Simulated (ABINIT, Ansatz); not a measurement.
# Ba2MgH6 (P-3m1): G0W0 on several meshes in ABINIT, part 2 of 2

Aim: the GW shift of Ba2MgH6 (P-3m1) against the k mesh.

ABINIT 10.8.3; LDA and many-body steps on it, plane waves. Known limits of the many-body steps: not at the basis limit; no spin-orbit coupling; coarse k mesh.

So far. Step 4 (3×3×2): The gap on the mesh goes from 2.61 eV to 4.19 eV, a correction of +1.58 eV. Step 5 (Empty states on the mesh, 3×3×4 mesh, 113 bands): On this mesh the gap is 2.607 eV.

### 7. 3×3×4

This step: G0W0 on LDA, plane waves, norm-conserving pseudopotentials.

run.abi

```
acell 3*1.0 Angstrom
rprim 
  5.717818886904 0.000000000024 0.000000000000
  -2.858909443473 4.951776410285 0.000000000000
  0.000000000000 0.000000000000 4.538310090000
ntypat 3
znucl 56 12 1
natom 9
typat 1 1 2 3 3 3 3 3 3
xred 
  0.666666666667 0.333333333333 0.267038260000
  0.333333333333 0.666666666667 0.732961740000
  0.000000000000 0.000000000000 0.000000000000
  0.829634400000 0.659268800000 0.775326710000
  0.829634400000 0.170365600000 0.775326710000
  0.340731200000 0.170365600000 0.775326710000
  0.170365600000 0.340731200000 0.224673290000
  0.170365600000 0.829634400000 0.224673290000
  0.659268800000 0.829634400000 0.224673290000
pp_dirpath "pseudos"
pseudos "Ba.upf, Mg.upf, H.upf"
ecut 38
ngkpt 3 3 4
nshiftk 1
shiftk 0 0 0
kptopt 1
chksymbreak 0
istwfk *1
occopt 1
irdwfk 1
optdriver 4
nband 103
gwcalctyp 0
ecutsigx 38
symsigma 1
nkptgw 2
kptgw 
  0.3333333333 0.0000000000 0.0000000000
  0.0000000000 0.0000000000 0.0000000000
bdgw 
  17 20
  17 21
ecuteps 4.2
irdscr 1
ppmodel 1
indata_prefix "in"
outdata_prefix "out"
tmpdata_prefix "tmp"
```

Command:

```
$ OMP_NUM_THREADS=1 mpirun -n 4 abinit run.abi > log
```

Numbers of over 12 decimals in the logs are rounded to 6 here.

Output:

```text
.Version 10.8.3 of ABINIT. v10.8.2 released Aug 2026.

 Symmetries : space group P-3 m 1 (#164); Bravais hP (primitive hexag.)
[... echo of the input left out ...]
== DATASET  1 ==================================================================
-   mpi_nproc: 4, omp_nthreads: 1 (-1 if OMP is not activated)

--- !DatasetInfo
iteration_state: {dtset: 1, }
dimensions: {natom: 9, nkpt: 10, mband: 103, nsppol: 1, nspinor: 1, nspden: 1, mpw: 9726, }
cutoff_energies: {ecut:  38.0, pawecutdg:  -1.0, }
electrons: {nelect:   3.60000000E+01, charge:   0.00000000E+00, occopt:   1.00000000E+00, tsmear:   1.00000000E-02, }

 SIGMA: Calculation of the GW corrections

 Based on a program developped by R.W. Godby, V. Olevano, G. Onida, and L. Reining.
 Incorporated in ABINIT by V. Olevano, G.-M. Rignanese, and M. Torrent.
.Using double precision arithmetic ; gwpc =  8

[... cell and pseudopotentials left out ...]
--------------------------------------------------------------------------------

 ==== K-mesh for the wavefunctions ====
 Number of points in the irreducible wedge :    10
[... list of points left out ...]
 Together with 12 symmetry operations and time-reversal symmetry
 yields    36 points in the full Brillouin Zone.

 ==== Q-mesh for screening function ====
 Number of points in the irreducible wedge :    10
[... list of points left out ...]
 Together with 12 symmetry operations and time-reversal symmetry
 yields    36 points in the full Brillouin Zone.

 vcoul_init : cutoff-mode = AUXILIARY_FUNCTION
 q-points for optical limit:   1
     1)      0.000010    0.000020    0.000030
 setmesh: FFT mesh size selected  =    54x   54x   48
          total number of points  =       139968

 Number of electrons calculated from density =   36.0000; Expected =   36.0000
[...]
number of omega for Sigma on real axis              0
 max omega for Sigma on real axis  [eV]           0.00
 zcut for avoiding poles [eV]                     0.10

 EPSILON^-1 parameters (SCR file):
 dimension of the eps^-1 matrix on file            355
 dimension of the eps^-1 matrix used               355
 number of plane-waves for wavefunctions          9653
 number of bands                                   103
 number of q-points in IBZ                          10
 number of frequencies                               2
 number of real frequencies                          1
 number of imag frequencies                          1

 matrix elements of self-energy operator (all in [eV])

 Perturbative Calculation

--- !SelfEnergy_ee
iteration_state: {dtset: 1, }
kpoint     : [   0.333,    0.000,    0.000, ]
spin       : 1
KS_gap     :    3.236
QP_gap     :    4.933
Delta_QP_KS:    1.697
data: !SigmaeeData |
     Band     E0 <VxcDFT>   SigX SigC(E0)      Z dSigC/dE  Sig(E)    E-E0       E
       17   2.791 -10.731 -13.621   1.987   0.781  -0.280 -11.436  -0.705   2.086
       18   3.309 -10.965 -13.821   1.946   0.783  -0.278 -11.677  -0.712   2.597
       19   6.545  -9.330  -4.697  -3.429   0.819  -0.222  -8.345   0.985   7.529
[...]
--- !SelfEnergy_ee
iteration_state: {dtset: 1, }
kpoint     : [   0.000,    0.000,    0.000, ]
spin       : 1
KS_gap     :    2.729
QP_gap     :    4.357
Delta_QP_KS:    1.629
data: !SigmaeeData |
     Band     E0 <VxcDFT>   SigX SigC(E0)      Z dSigC/dE  Sig(E)    E-E0       E
[...]
20   7.049  -9.797  -4.694  -3.744   0.813  -0.230  -8.691   1.106   8.155
       21   7.049  -9.797  -4.694  -3.744   0.813  -0.230  -8.691   1.106   8.155

== END DATASET(S) ==============================================================
================================================================================

 -outvars: echo values of variables after computation  --------
           etotal      0.0000000000E+00
            nband         103
             nkpt          10
          spgroup         164
 [... the other variables as echoed above ...]

 Calculation completed.
```

It took 22 s on 4 MPI ranks of Arm Neoverse V2, shared host; peak memory 1.5 GiB.

This step gave:

```yaml
g0w0_gap_on_the_points_computed: 4.254 eV
starting_gap_on_the_mesh: 2.607 eV
k_of_the_valence_top: 0.3333, 0, 0
k_of_the_conduction_bottom: 0, 0, 0
z_at_the_valence_top: 0.783
z_at_the_conduction_bottom: 0.821
least_direct_g0w0_gap_on_the_computed_points: 4.358 eV
```

Against G0W0 in ABINIT (3×3×2 mesh, 103 bands, screening to 114.3 eV, Godby-Needs plasmon pole), the gap moves by +0.064 eV.

### 8. The runs together

Times are wall times on 4 MPI ranks of Arm Neoverse V2, shared host, good to a factor of about two. A run's time includes the screening step that it read.

```tsv
run	mesh	bands	screening cutoff (eV)	DFT gap (eV)	gap on the mesh (eV)	direct (eV)	ε∞ used	time
3×3×2	3×3×2	103	114.3	2.607	4.190	4.295	6.12	41 s
3×3×4	3×3×4	103	114.3	2.607	4.254	4.358	5.12	89 s
```

### 9. Summary of results

```yaml
3x3x2: 4.190 eV
3x3x4: 4.254 eV
known_limits: not at the basis limit; no spin-orbit coupling; coarse k mesh
```

**Reading.** 3×3×4: +0.064 eV against 3×3×2. Bands and cutoff are finite, so the gap is not at the basis limit. The miss can reach some tenths of an eV and take either sign; the mesh is an error of its own. In the first G0W0 run levels were corrected at 2 k points alone, so a gap called «on the mesh» is the least over those, and an edge elsewhere would be missed. The 3×3×2 mesh is coarse for this cell, which bears on the long-range parts of exchange and screening. The many-body steps are scalar-relativistic: spin-orbit coupling is not in them.

[Paths, hosts, dates, memory and timing lines, banners, echoed tables and standing remarks are left out of the program output.]

[Logs are printed without paths, hosts, clocks, repeated set-up lines and the standing remarks that a program may print on its own settings, such as how far it seeks lower states.]

[Runs of the session that timed out or met a known fault of the program may be left out.]

[No measured gap is set beside runs whose start may be inverted or whose files or cutoffs have a known fault.]

[Hosts, paths, dates, database ids (printed as entryN), source tags and the programs' standing remarks are cut or masked in the printed files.]

[G0W0 gaps are taken among the corrected bands and points alone; a level outside them can change the order at an edge.]

[Where Ansatz stands beside ABINIT at settings called matched, ABINIT's density can come from a denser mesh and the files from another edition; pairs whose starting gaps differed by over 0.03 eV were left out, so agreement reads better than it is.]
